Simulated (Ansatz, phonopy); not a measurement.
# Quasi-harmonic thermodynamics of ScAl3 (Pm-3m), part 3 of 3

Aim: the lattice, expansion, heat capacity and bulk modulus of ScAl3 as it warms. The starting cell is a computed one from a database.

Ansatz 0.2.0; DFT PBEsol, scalar-relativistic, plane waves, PAW; PAW set soft_1.

So far. Step 4 (Tight relaxation): The residual pressure is -8.8e-5 GPa, small enough for phonons. Step 5 (Relaxing at another setting): The residual pressure is -0.0033 GPa, small enough for phonons. The relaxed cell has a = 4.071 Å (conventional setting).

## (6) The quasi-harmonic study

Thermal expansion follows from how the free energy of the vibrations (and of the electrons in a metal) changes with strain, so the program makes strained cells, their phonons and a fit in one run.

Input file input.yaml:

```yaml
crystal:
  lattice:
    - [4.0709720483, 0.0, 0.0]
    - [0.0, 4.0709720483, 0.0]
    - [0.0, 0.0, 4.0709720483]
  atoms:
    - { symbol: Sc, position: [0.0, 0.0, 0.0] }
    - { symbol: Al, position: [0.5, 0.0, 0.5] }
    - { symbol: Al, position: [0.0, 0.5, 0.5] }
    - { symbol: Al, position: [0.5, 0.5, 0.0] }
kpoints:
  mp_grid: { grid: [10, 10, 10] }
hamiltonian:
  xc: pbesol
  pseudopotentials: { kind: paw, azcp: { folder: soft_1 }, xc_functional: pbe }
scf:
  occupations: { method: methfessel_paxton, width: 0.2 }
  lower_state_search: "off"
output:
  eigenvalues: true
basis:
  ecutwfc: 550.0
phonons:
  method: dfpt
  qmesh: [2, 2, 2]
  temperatures: { t_max: 900.0, t_step: 50 }
  thermal_expansion: {}
```

On the command line:

```sh
$ ansatz run input.yaml --threads 8 --pin off --max-ram 16384MiB --backend cpu --events-out ev --progress --plain --runs-dir out
```

Numbers of over 12 decimals in the logs are rounded to 6 here.

Output:

```text
[...]
Crystal: 4 atoms, lattice volume = 67.467 Å³
Basis set: ecut = 550 eV, 1935 PW (Γ), exchange–correlation on 64×64×64 points (8 copies of the dense FFT grid, shifted against one another)
Bands: 14, of which v1, the nominal top of the filled ones, is band 10 counted from 1 (9 counted from 0)
Symmetry: 48 space group operations
[...]
k-points: 56 of 1000
[...]
SCF iter   1: F=—  HF=-3687.268137 eV  |F-HF|=—  |Δ(HF+E_count)|=         —  Δρ=2.63e-2  dr2=9.33e-1  ethr=3.10e-3  ⟨swp⟩=5.3  Hψ=4130  notcnv=0
[...]
SCF iter   8: F=-3686.907772 eV  HF=-3686.907772 eV  |F-HF|=1.18e-11  |Δ(HF+E_count)|=  9.19e-11  S|Δr|=    0.00e0  Δρ=2.22e-7  dr2=3.08e-11  ethr=1.00e-12  ⟨swp⟩=2.6  Hψ=3059  notcnv=0
SCF 1 converged in 8 iterations: F = -3686.907772 eV  dr2 = 3.08e-11
[...]
relax step   1: F+E_penalty+E_count = -3686.90777155 eV  Δ(F+E_penalty+E_count) = +0.000e0 eV  max|allowed force component| = 2.223e-30 eV/Å  Δτ_max = 0.0000 Å  (8 SCF iters, accepted)
SCF converged after 8 iterations
[...]
Free energy (F): -3686.907772 eV
[...]
Internal energy: -3686.909397 eV  (E = F + TS)
E sigma→0 (E₀):  -3686.908178 eV
Entropy (-TS):   0.001626 eV (0.406 meV/atom)
Fermi energy:    9.267681 eV
[...]
--- Stress (GPa, compression-positive) ---
       -0.003317      -0.000000       0.000000
        0.000000      -0.003317       0.000000
        0.000000       0.000000      -0.003317
  P = ⅓ Tr σ = -0.0033 GPa (-0.033 kbar)
--- Band table (eV; the first three rows and the last of 56) ---
  k-point 0: bands = [... 6 lower, 6.6145, 7.4450, 7.4450, 7.4450, 10.4704, 10.5584, 10.5584, 10.5584]
  k-point 1: bands = [... 6 lower, 6.6868, 7.4551, 7.4551, 7.9590, 10.5045, 10.5045, 10.5882, 10.8632]
  k-point 2: bands = [... 6 lower, 6.8968, 7.4792, 7.4792, 8.5853, 10.3922, 10.3922, 10.6688, 11.6757]
  k-point 55: bands = [... 6 lower, 4.4443, 4.7377, 6.2969, 6.2969, 6.2969, 10.1995, 11.8910, 11.8910]
── thermal expansion: 3 new cells, 3 in all ──
thermal expansion: relaxation of cell 2
thermal expansion: relaxation of cell 3
── thermal expansion: 2 new cells, 5 in all ──
thermal expansion: relaxation of cell 4
thermal expansion: electrons of cell 4
thermal expansion: phonons of cell 4
thermal expansion: relaxation of cell 5
thermal expansion: electrons of cell 1
thermal expansion: electrons of cell 2
thermal expansion: electrons of cell 3
thermal expansion: electrons of cell 5
thermal expansion: phonons of cell 5
── thermal expansion: 6 new cells, 11 in all ──
thermal expansion: relaxation of cell 6
thermal expansion: relaxation of cell 7
thermal expansion: relaxation of cell 8
thermal expansion: relaxation of cell 9
thermal expansion: relaxation of cell 10
thermal expansion: relaxation of cell 11
thermal expansion: electrons of cell 6
thermal expansion: electrons of cell 7
thermal expansion: electrons of cell 8
thermal expansion: electrons of cell 9
thermal expansion: electrons of cell 10
thermal expansion: electrons of cell 11
thermal expansion: phonons of cell 6
WARN: thermal expansion, phonons of cell 6: eigensolver did not converge (k=28): 1 band(s) unlocked after 20 sweeps at ethr=1.00e-12 eV (lowest unlocked band 13, counted from 0; max residual 4.98e-6 eV among the unlocked bands, 4.98e-6 eV over every band)
thermal expansion: phonons of cell 7
[...]
thermal expansion: phonons of cell 8
[...]
WARN: thermal expansion: eigensolver_not_converged in the phonons of 3 cells: 6, 7, 8
--- Relaxed structure (1 steps of the walk, 1 accepted, 0 SCFs on fresh bases) ---
  F+E_penalty+E_count = -3686.90777155 eV   max|allowed force component| = 2.223e-30 eV/Å
  atoms:
    - { symbol: Sc, position: [0.0, 0.0, 0.0] }
    - { symbol: Al, position: [0.5, 0.0, 0.5] }
    - { symbol: Al, position: [0.0, 0.5, 0.5] }
    - { symbol: Al, position: [0.5, 0.5, 0.0] }
--- Thermal expansion: 11 cells in 3 rounds, 0 GPa ---
  no lower state was looked for at cell 4: scf.lower_state_search: off
  without vibrations: a 4.07095, b 4.07095, c 4.07095 Å, V 67.4664 Å³, B 91.76 GPa
  at 0 K: a 4.08133, b 4.08133, c 4.08133 Å, V 67.9839 Å³, B 89.74 GPa
  zero-point expansion: a +0.255, b +0.255, c +0.255, V +0.767 %
      T/K        a/Å        b/Å        c/Å       V/Å³ | expansion of a, b, c, V (1e-6/K)   | that of V in the mean from 25 °C | C_P, C_V (J/mol K of the cell) | B_T, B_S (GPa)
     0.00    4.08133    4.08133    4.08133    67.9839 |    0.00    0.00    0.00    0.00 |   24.38 |     0.000     0.000 |    89.74    89.74
   100.00    4.08215    4.08215    4.08215    68.0246 |    6.20    6.20    6.20   18.59 |   33.68 |    42.124    41.998 |    89.29    89.56
   200.00    4.08604    4.08604    4.08604    68.2196 |   11.86   11.86   11.86   35.57 |   38.99 |    79.406    78.493 |    87.74    88.76
   298.15    4.09127    4.09127    4.09127    68.4817 |   13.92   13.92   13.92   41.76 |       - |    91.846    90.002 |    85.97    87.73
   350.00    4.09430    4.09430    4.09430    68.6337 |   14.56   14.56   14.56   43.69 |   42.82 |    95.335    92.988 |    85.00    87.15
   450.00    4.10046    4.10046    4.10046    68.9442 |   15.48   15.48   15.48   46.43 |   44.48 |    99.736    96.389 |    83.10    85.98
   550.00    4.10696    4.10696    4.10696    69.2728 |   16.20   16.20   16.20   48.59 |   45.87 |   102.724    98.328 |    81.17    84.79
   650.00    4.11375    4.11375    4.11375    69.6169 |   16.84   16.84   16.84   50.51 |   47.11 |   105.110    99.602 |    79.21    83.59
   750.00    4.12081    4.12081    4.12081    69.9760 |   17.45   17.45   17.45   52.36 |   48.29 |   107.228   100.534 |    77.23    82.38
   850.00    4.12814    4.12814    4.12814    70.3499 |   18.07   18.07   18.07   54.21 |   49.43 |   109.239   101.276 |    75.24    81.16
   900.00    4.13190    4.13190    4.13190    70.5425 |   18.38   18.38   18.38   55.15 |   50.00 |   110.236   101.603 |    74.23    80.54
  the static fit leaves 0.000 meV an atom of the energies and, of the stresses, 0.000 GPa of each cell's largest along a strain (root mean squares over the cells), whose Pulay part it has at -0.003 GPa
  vibrations' free energy: its fit leaves 0.0001 meV an atom at the most
  the electrons' free energy at temperature is in it; its fit leaves 0.0046 meV an atom at the most
  free energies summed between the sampled wave vectors
  estimated error of the fitted expansion in any direction: up to 0.020e-6/K, at 900 K (an estimate, not a bound: it was exceeded on models of known expansion)
  by sums over the sampled wave vectors an expansion of the volume parts by up to 2.03e-6/K
  by a static energy of one degree less an expansion of the volume parts by up to 0.04e-6/K
  the FFT grids of the static calculations differ: 32 × 32 × 32, 36 × 36 × 36
  eigensolver_not_converged in the phonons of 3 cells: 6, 7, 8
```

Wall time 5.7 min (8 threads of Arm Neoverse V2, shared host); peak memory 1.1 GiB.

Numbers from this step:

| Property | Result |
| --- | --- |
| pressure | -0.003317 GPa |
| volume expansion coefficient at 298 K | 41.76 1e-6/K |
| C_P at 298 K | 22.96 J/mol-atom/K |
| entropy at 298 K | 24.05 J/mol-atom/K |
| isothermal bulk modulus at 298 K | 85.97 GPa |
| Grüneisen parameter at 298 K | 1.645 |
| volume at 298 K | 17.12 Å³/atom |
| principal linear expansion coefficients at 298 K | 13.92, 13.92, 13.92 1e-6/K |

Strained cells of the study; zero-point energy where phonons were solved; the pressures are stresses at a fixed cutoff and can carry an offset from the finite basis. Expansion cells, by row:

```
cell  |a| (Å)  |b| (Å)  |c| (Å)  V (Å³/atom)  E - E_lowest (meV/atom)  pressure, compression positive (GPa)  gap (eV)  zero-point energy (meV/atom)
   1    4.071    4.071    4.071        16.87                        0                                -0.006         -                             -
   2    4.104    4.104    4.104        17.27                    2.715                                -2.088         -                             -
   3    4.039    4.039    4.039        16.47                    2.793                                 2.293         -                             -
   4    4.071    4.071    4.071        16.87                        0                                -0.022         -                         45.26
   5    4.092    4.092    4.092        17.12                    1.097                                -1.348         -                         44.17
   6    4.111    4.111    4.111        17.37                    4.164                                 -2.56         -                         43.11
   7    4.132    4.132    4.132        17.63                    9.227                                -3.712         -                         42.04
   8    4.152    4.152    4.152         17.9                    16.19                                -4.791         -                         40.97
   9    4.031    4.031    4.031        16.37                    4.348                                  2.89         -                             -
  10    4.051    4.051    4.051        16.62                    1.061                                  1.39         -                             -
  11    4.185    4.185    4.185        18.33                    31.34                                -6.393         -                             -
```

Quasi-harmonic; a, b, c are the run's own cell vectors. Expansion, by row:

```
T (K)  a (Å)  b (Å)  c (Å)  alpha (deg)  beta (deg)  gamma (deg)  cell volume (Å³/cell)  alpha_a (1e-6/K)  alpha_b (1e-6/K)  alpha_c (1e-6/K)  alpha_V (1e-6/K)  C_P (J/mol-atom/K)  C_V (J/mol-atom/K)  S (J/mol-atom/K)  B_T (GPa)  B_S (GPa)  Grueneisen  extrapolation  fit error (1e-6/K)
    0  4.081  4.081  4.081           90          90           90                  67.98                 0                 0                 0                 0                   0                   0                 0      89.74      89.74           -              0                   0
   50  4.081  4.081  4.081           90          90           90                  67.99              1.27              1.27              1.27              3.81               2.179               2.178              0.65      89.69      89.72       1.608              0                   0
  100  4.082  4.082  4.082           90          90           90                  68.02               6.2               6.2               6.2             18.59               10.53                10.5             4.681      89.29      89.56       1.619              0                   0
  150  4.084  4.084  4.084           90          90           90                  68.11               9.8               9.8               9.8              29.4               16.53               16.41              10.2      88.58      89.21       1.627              0                   0
  200  4.086  4.086  4.086           90          90           90                  68.22             11.86             11.86             11.86             35.57               19.85               19.62             15.46      87.74      88.76       1.634              0                   0
  250  4.089  4.089  4.089           90          90           90                  68.35             13.11             13.11             13.11             39.32               21.78               21.43             20.11      86.85      88.25       1.639              0                0.01
298.1  4.091  4.091  4.091           90          90           90                  68.48             13.92             13.92             13.92             41.76               22.96                22.5             24.05      85.97      87.73       1.645              0                0.01
  300  4.091  4.091  4.091           90          90           90                  68.49             13.95             13.95             13.95             41.84                  23               22.53              24.2      85.93      87.71       1.645              0                0.01
  350  4.094  4.094  4.094           90          90           90                  68.63             14.56             14.56             14.56             43.69               23.83               23.25             27.81         85      87.15       1.651              0                0.01
  400  4.097  4.097  4.097           90          90           90                  68.79             15.06             15.06             15.06             45.17               24.45               23.74             31.03      84.05      86.57       1.656              0                0.01
  450    4.1    4.1    4.1           90          90           90                  68.94             15.48             15.48             15.48             46.43               24.93                24.1             33.94       83.1      85.98       1.662              0                0.01
  500  4.104  4.104  4.104           90          90           90                  69.11             15.85             15.85             15.85             47.55               25.34               24.37             36.59      82.13      85.39       1.668              0                0.01
  550  4.107  4.107  4.107           90          90           90                  69.27              16.2              16.2              16.2             48.59               25.68               24.58             39.02      81.17      84.79       1.673              0                0.01
  600   4.11   4.11   4.11           90          90           90                  69.44             16.52             16.52             16.52             49.57               25.99               24.76             41.27      80.19      84.19       1.679              0                0.01
  650  4.114  4.114  4.114           90          90           90                  69.62             16.84             16.84             16.84             50.51               26.28                24.9             43.36      79.21      83.59       1.684              0                0.01
  700  4.117  4.117  4.117           90          90           90                  69.79             17.15             17.15             17.15             51.44               26.55               25.02             45.32      78.22      82.98        1.69              0                0.01
  750  4.121  4.121  4.121           90          90           90                  69.98             17.45             17.45             17.45             52.36               26.81               25.13             47.16      77.23      82.38       1.695              0                0.01
  800  4.124  4.124  4.124           90          90           90                  70.16             17.76             17.76             17.76             53.29               27.06               25.23              48.9      76.24      81.77       1.701              0                0.01
  850  4.128  4.128  4.128           90          90           90                  70.35             18.07             18.07             18.07             54.21               27.31               25.32             50.54      75.24      81.16       1.706              0                0.01
  900  4.132  4.132  4.132           90          90           90                  70.54             18.38             18.38             18.38             55.15               27.56                25.4             52.11      74.23      80.54       1.712              0                0.02
```

Table of expansion coefficient by temperature; values in 1e-6/K:

```
temperature (K)  volume  principal 1
              0       0            0
             50    3.81         1.27
            100    18.6          6.2
            150    29.4          9.8
            200    35.6         11.9
            250    39.3         13.1
            298    41.8         13.9
            300    41.8         13.9
            350    43.7         14.6
            400    45.2         15.1
            450    46.4         15.5
            500    47.5         15.8
            550    48.6         16.2
            600    49.6         16.5
            650    50.5         16.8
            700    51.4         17.1
            750    52.4         17.4
            800    53.3         17.8
            850    54.2         18.1
            900    55.1         18.4
```

At 298 K the volume expansion is 41.8 × 10⁻⁶/K and B_T is 86.0 GPa. The q-mesh is coarse, so this is a first estimate.

## (7) Free-energy fit

This step: DFT PBEsol, scalar-relativistic, plane waves, PAW; PAW set soft_1 (phonopy 4.10.0).

Numbers from this step:

```yaml
volume_expansion_coefficient_at_300_k: 41.7 1e-6/K
isothermal_bulk_modulus_at_300_k: 85.91 GPa
c_p_at_300_k: 23.05 J/mol-atom/K
grueneisen_parameter_at_300_k: 1.656
```

The energy (each curve on its own zero) by volume; values in meV/atom:

```
volume (Å³/atom)  static  F at 0 K  F at 300 K  F at 900 K
          16.870       0      2.15        4.25        11.7
          17.124     1.1      2.15        3.22        7.01
          17.375    4.16      4.16         4.2         4.3
          17.633    9.23      8.15        7.11        3.38
          17.895    16.2      14.1        11.9        4.25
```

Phonopy-qha, vinet fit of F(V) at each temperature. Qha vinet, by row:

```
T (K)  fitted volume (Å³/atom)  alpha_V (1e-6/K)  B_T (GPa)  C_P (J/mol-atom/K)  Grueneisen
  100                    17.01              17.8      89.16               10.04       1.559
  150                    17.03             28.63      88.48               16.35       1.594
  200                    17.06             35.17      87.68               19.84       1.626
  250                    17.09              39.1      86.81               21.82       1.644
  300                    17.12              41.7      85.91               23.05       1.656
  350                    17.16              43.6      84.99               23.88       1.667
  400                     17.2             45.11      84.05               24.49       1.676
  450                    17.24             46.39       83.1               24.97       1.685
  500                    17.28             47.52      82.14               25.37       1.694
  550                    17.32             48.57      81.17               25.71       1.703
  600                    17.36             49.56       80.2               26.02       1.712
  650                     17.4             50.51      79.22                26.3       1.721
  700                    17.45             51.44      78.23               26.57       1.729
  750                    17.49             52.36      77.25               26.82       1.738
  800                    17.54             53.28      76.26               27.07       1.747
  850                    17.59              54.2      75.27               27.32       1.755
```

Volume expansion coefficient against temperature; values in 1e-6/K:

```
temperature (K)  phonopy-qha, Vinet  Ansatz's own study
            100                17.8                18.6
            150                28.6                29.4
            200                35.2                35.6
            250                39.1                39.3
            300                41.7                41.8
            350                43.6                43.7
            400                45.1                45.2
            450                46.4                46.4
            500                47.5                47.5
            550                48.6                48.6
            600                49.6                49.6
            650                50.5                50.5
            700                51.4                51.4
            750                52.4                52.4
            800                53.3                53.3
            850                54.2                54.2
```

The fit gives a volume expansion of 41.7 × 10⁻⁶/K at 300 K, against 41.8 at 298 K from the study itself, whose static fit uses more cells.

## (8) Summary of results

| Item | Value |
| --- | --- |
| settings of these figures | PBEsol, 550 eV, k 10×10×10, q 2×2×2 |
| volume expansion coefficient at 298 K | 41.76 1e-6/K |
| C_P at 298 K | 22.96 J/mol-atom/K |
| entropy at 298 K | 24.05 J/mol-atom/K |
| isothermal bulk modulus at 298 K | 85.97 GPa |
| Grüneisen parameter at 298 K | 1.645 |
| volume at 298 K | 17.12 Å³/atom |
| principal linear expansion coefficients at 298 K | 13.92, 13.92, 13.92 1e-6/K |

What this shows: Near room temperature ScAl3 expands by 41.8 × 10⁻⁶/K in volume by PBEsol, with C_P = 23.0 J/(mol K) per mole of atoms and B_T = 86.0 GPa. The q-mesh is coarse, and the expansion can converge slowly with it. C_P at room temperature is 92 % of the classical 3R an atom, so the stiffest modes are still partly frozen out. In this metal the study includes the electrons' free energy, which adds a term that grows with temperature, so the heat capacities need not level off at 3R. The log notes that a few bands missed the eigensolver's threshold in the phonon runs. The PAW files were made for PBE and are used here under another functional, for which the program regenerates the frozen cores.

[Logs are printed without paths, hosts, clocks, repeated set-up lines and the standing remarks that a program may print on its own settings, such as how far it seeks lower states.]

[Hosts, paths, dates, database ids (printed as entryN), source tags and the programs' standing remarks are cut or masked in the printed files.]

[A step with changed settings may run another functional than the one named; its input shows which.]
